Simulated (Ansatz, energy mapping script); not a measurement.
# MnS: energy mapping under PBE+U (1 eV), part 3 of 3

How strongly do the moments of MnS couple under PBE+U (1 eV)? The plan is to run several orders and fit a Heisenberg model.

PBE with U = 1 eV on Mn d, ortho-atomic projectors; plane waves, U on orthogonalised atomic orbitals unless named otherwise, collinear spin, no spin–orbit coupling.

So far. Step 9 (Uncompensated ++− start in cell C (6 atoms)): The run ends ferrimagnetic, 102.96 meV a magnetic atom below the parallel order of its cell. Step 10 (Order 7: parallel, cell D of 6 atoms): The run ends ferromagnetic. For each magnetic atom its energy differs from the parallel run of the first cell by 0.85 meV, an error that one common reference would have brought in.

The database entry behind the starting cell differs from later determinations by our own check (an axis about 0.2 % short against later determinations), so it need not match the best structure at ambient conditions.

### 11. Uncompensated ++− start in cell D (6 atoms)

This order reverses 6.67 of the 12 neighbours at 3.68 Å, 2.67 of the 6 neighbours at 5.21 Å and 8 of the 24 neighbours at 6.38 Å, counted for an average magnetic atom.

input.yaml reads:

```yaml
crystal:
  lattice:
    - [0.0, -2.6045, -2.6045]
    - [-5.209, 0.0, 0.0]
    - [2.6045, 5.209, -2.6045]
  atoms:
    - { symbol: Mn, position: [0.666666667, 0.666666667, 0.333333333], spin: 4.5 }
    - { symbol: Mn, position: [0.333333333, 0.333333333, 0.666666667], spin: 4.5 }
    - { symbol: Mn, position: [0.0, 0.0, 0.0], spin: -4.5 }
    - { symbol: S, position: [0.666666667, 0.166666667, 0.333333333] }
    - { symbol: S, position: [0.333333333, 0.833333333, 0.666666667] }
    - { symbol: S, position: [0.0, 0.5, 0.0] }
magnetization:
  spin_polarized: true
kpoints:
  mp_grid: { grid: [8, 8, 8] }
hamiltonian:
  xc: pbe
  hubbard:
    sites:
      - { species: Mn, l: d, u_eff: 1.0 }
      - { site: 0, l: d, u_eff: 1.0, starting_ns: [{ spin: up, occupation_matrix: mn1_major }, { spin: down, occupation_matrix: mn1_minor }] }
      - { site: 1, l: d, u_eff: 1.0, starting_ns: [{ spin: up, occupation_matrix: mn1_major }, { spin: down, occupation_matrix: mn1_minor }] }
      - { site: 2, l: d, u_eff: 1.0, starting_ns: [{ spin: up, occupation_matrix: mn1_minor }, { spin: down, occupation_matrix: mn1_major }] }
    projectors: ortho-atomic
    occupation_matrices:
      mn1_major:
        matrix:
          - [0.98, 0.0, 0.0, 0.0, 0.0]
          - [0.0, 0.996, 0.0, 0.0, 0.0]
          - [0.0, 0.0, 0.996, 0.0, 0.0]
          - [0.0, 0.0, 0.0, 0.98, 0.0]
          - [0.0, 0.0, 0.0, 0.0, 0.996]
      mn1_minor:
        matrix:
          - [0.141, 0.0, 0.0, 0.0, 0.0]
          - [0.0, 0.053, 0.0, 0.0, 0.0]
          - [0.0, 0.0, 0.053, 0.0, 0.0]
          - [0.0, 0.0, 0.0, 0.141, 0.0]
          - [0.0, 0.0, 0.0, 0.0, 0.053]
scf:
  occupations: { method: fermi_dirac, width: 0.05 }
output:
  eigenvalues: true
```

On the command line:

```console
$ ansatz run input.yaml --threads 4 --pin off --max-ram 8192MiB --backend cpu --events-out ev --progress --plain --runs-dir out
```

Numbers of over 12 decimals in the logs are rounded to 6 here.

The program printed:

```text
[...]
Crystal: 6 atoms, lattice volume = 106.005 Å³
Basis set: ecut = 420 eV, 2085 PW (Γ)
Bands: 46, of which v1, the nominal top of the filled ones, is band 32 counted from 1 (31 counted from 0)
Symmetry: 8 space group operations
[...]
k-points: 95 of 512
[...]
Starting moments: Σ|m| = 13.5 μB on 3 of 6 sites
[...]
k-point 1 ↑: bands = [... 28 lower, 7.5944, 7.6245, 8.3470, 8.5707, 8.7931, 9.4238, 11.3580, 11.6676, ... 10 higher]
  k-point 2 ↑: bands = [... 28 lower, 7.5985, 7.6629, 7.9237, 8.5101, 8.7819, 9.6493, 11.3656, 11.7012, ... 10 higher]
  k-point 94 ↓: bands = [... 28 lower, 9.4227, 11.8273, 11.8700, 11.9474, 11.9780, 12.1789, 12.2174, 12.4659, ... 10 higher]
Occupation matrices written to <dir>
[key lines of the parts left out:]
SCF converged after 12 iterations
Magnetization: 4.9996 μB (33.9998 up, 29.0002 down)
Free energy (F): -14404.996928 eV
Fermi energy:    10.468267 eV
```

Elapsed: 20 s, on 4 threads of Arm Neoverse V1, shared host; peak memory 1 GiB.

The run ends ferrimagnetic, 91.75 meV a magnetic atom below the parallel order of its cell.

### 12. The fit

Each energy difference is a sum of couplings weighted by the pairs that the order reverses. A few near shells are fitted to the differences by least squares. Energies are those extrapolated to zero occupation width, not the free energies F.

The orders side by side; each is measured from the parallel order in the same cell and on the same mesh:

| order | atoms | energy (meV a magnetic atom) | moments (μB) | moments kept as typed | opposed neighbours at 3.68, 5.21, 6.38 Å |
| --- | --- | --- | --- | --- | --- |
| parallel in cell A | 4 | 0.00 | 4.35 | yes | 0, 0, 0 |
| compensated +− in cell A | 4 | -136.65 | 4.25 | yes | 6, 6, 12 |
| parallel in cell B | 4 | 0.00 | 4.36 | yes | 0, 0, 0 |
| compensated +− in cell B | 4 | -44.60 | 4.34 | yes | 8, 0, 16 |
| parallel in cell C | 6 | 0.00 | 4.35 | yes | 0, 0, 0 |
| uncompensated ++− in cell C | 6 | -102.96 | 4.22 to 4.32 | yes | 4, 4, 12 |
| parallel in cell D | 6 | 0.00 | 4.35 | yes | 0, 0, 0 |
| uncompensated ++− in cell D | 6 | -91.75 | 4.24 to 4.33 | yes | 6.67, 2.67, 8 |

Fitted to E = −Σ J e·e over ordered pairs of unit vectors (J > 0 favours parallel moments):

| pair | distance (Å) | neighbours | J (meV) |
| --- | --- | --- | --- |
| Mn–Mn | 3.68 | 12 | -2.82 |
| Mn–Mn | 5.21 | 6 | -9.01 |
| Mn–Mn | 6.38 | 24 | -0.0642 |

Adding the shell at 7.37 Å gives -1.9, -8.6, -0.46 and -1.0 meV and a mean-field temperature of 304 K, an exact solve that tests nothing.

Limits of this fit: some orders are gapless and others have a gap.

In mean field these couplings order at 418 K, at q = (0.50, 0.50, 0.50) in fractions of the conventional cell's reciprocal vectors, and give a Curie–Weiss temperature of -692 K.

### 13. Finite temperature

Mean field ignores fluctuations and overstates the ordering temperature, so the model is also sampled. The heat capacity peaks where order sets in.

Classical unit spins with these couplings on 8×8×4 copies of a cell that holds the lowest order (512 spins), heat-bath sweeps, cooled from random directions, 1009 sweeps to settle and 3027 measured at each temperature, averaged over 4 runs.

| T (K) | order along the lowest pattern | net moment | heat capacity (k_B a spin) |
| --- | --- | --- | --- |
| 50.2 | 0.41 | 0.01 | 1.05 |
| 85.8 | 0.45 | 0.01 | 1.11 |
| 139 | 0.38 | 0.01 | 1.20 |
| 175 | 0.38 | 0.01 | 1.22 |
| 211 | 0.34 | 0.02 | 1.38 |
| 264 | 0.28 | 0.02 | 1.77 |
| 282 | 0.26 | 0.02 | 1.91 |
| 300 | 0.22 | 0.02 | 1.77 |
| 335 | 0.16 | 0.02 | 1.18 |
| 371 | 0.12 | 0.02 | 0.63 |
| 424 | 0.09 | 0.02 | 0.37 |
| 460 | 0.08 | 0.03 | 0.28 |

The smoothed heat capacity peaks at 281 K. The order column follows one pattern alone; equivalent domains or another pattern share the rest.

### 14. Summary of results

| Property | Result |
| --- | --- |
| lowest order tried | compensated +− in cell A |
| largest fitted value, Mn–Mn at 5.21 Å | -9.01 meV |
| ordering temperature, mean field | 418 K |
| heat-capacity peak, Monte Carlo | 281 K |

What this shows: Of the orders tried, MnS prefers the order “compensated +− in cell A” under PBE+U (1 eV), with 6 of 12 neighbours at 3.68 Å, 6 of 6 neighbours at 5.21 Å and 12 of 24 neighbours at 6.38 Å opposed. The largest fitted coupling is the Mn–Mn pair at 5.21 Å, antiferromagnetic at -9.0 meV, across a ligand at about 180°. The orders also reverse pairs at 7.37 Å, which are not fitted, so the fitted values hold their part too. With 4 differences for 3 couplings the fit misses by 6.8 meV at most, a small part of the spread. In the fitted orders moments change by up to 2.9 % against the parallel run of the same cell, so their size stays put. One more shell, at 7.37 Å, moves the mean-field temperature from 418 to 304 K, so the temperatures, and any agreement with experiment, hang on where the fit is cut. The fit is in doubt: some orders are gapless and others have a gap. The couplings are then rough, the small ones most of all. Monte Carlo puts the peak at 0.67 of the mean-field temperature, since mean field leaves out fluctuations. In tests on simple cubic and body-centred models such peaks lay 5 to 6 % under the bulk value. On cooling, the order along the one computed pattern stays at or under 0.47: the model settles in an equivalent domain, a degenerate mixture or another order.

Computed beside measured:

| quantity | measured | PBE+U (1 eV), Monte Carlo |
| --- | --- | --- |
| ordering temperature (spin model) (K) | 150 | 281 (+87.1 %) |

Measured values from arxiv:1108.4537 (2011).

Verdict: The ordering temperature is off by +87.1 %: a clear miss. No cell relaxation is part of this session.

[Logs and program files are shortened in this print: banners, set-up blocks, solver, clock and traceback lines can be left out without a mark of their own.]

[Logs are printed without paths, hosts, clocks, repeated set-up lines and the standing remarks that a program may print on its own settings, such as how far it seeks lower states.]

[Hosts, paths, dates, database ids (printed as entryN), source tags and the programs' standing remarks are cut or masked in the printed files.]

[Where a cell is said to come from a database of computed structures, the database is the Materials Project.]
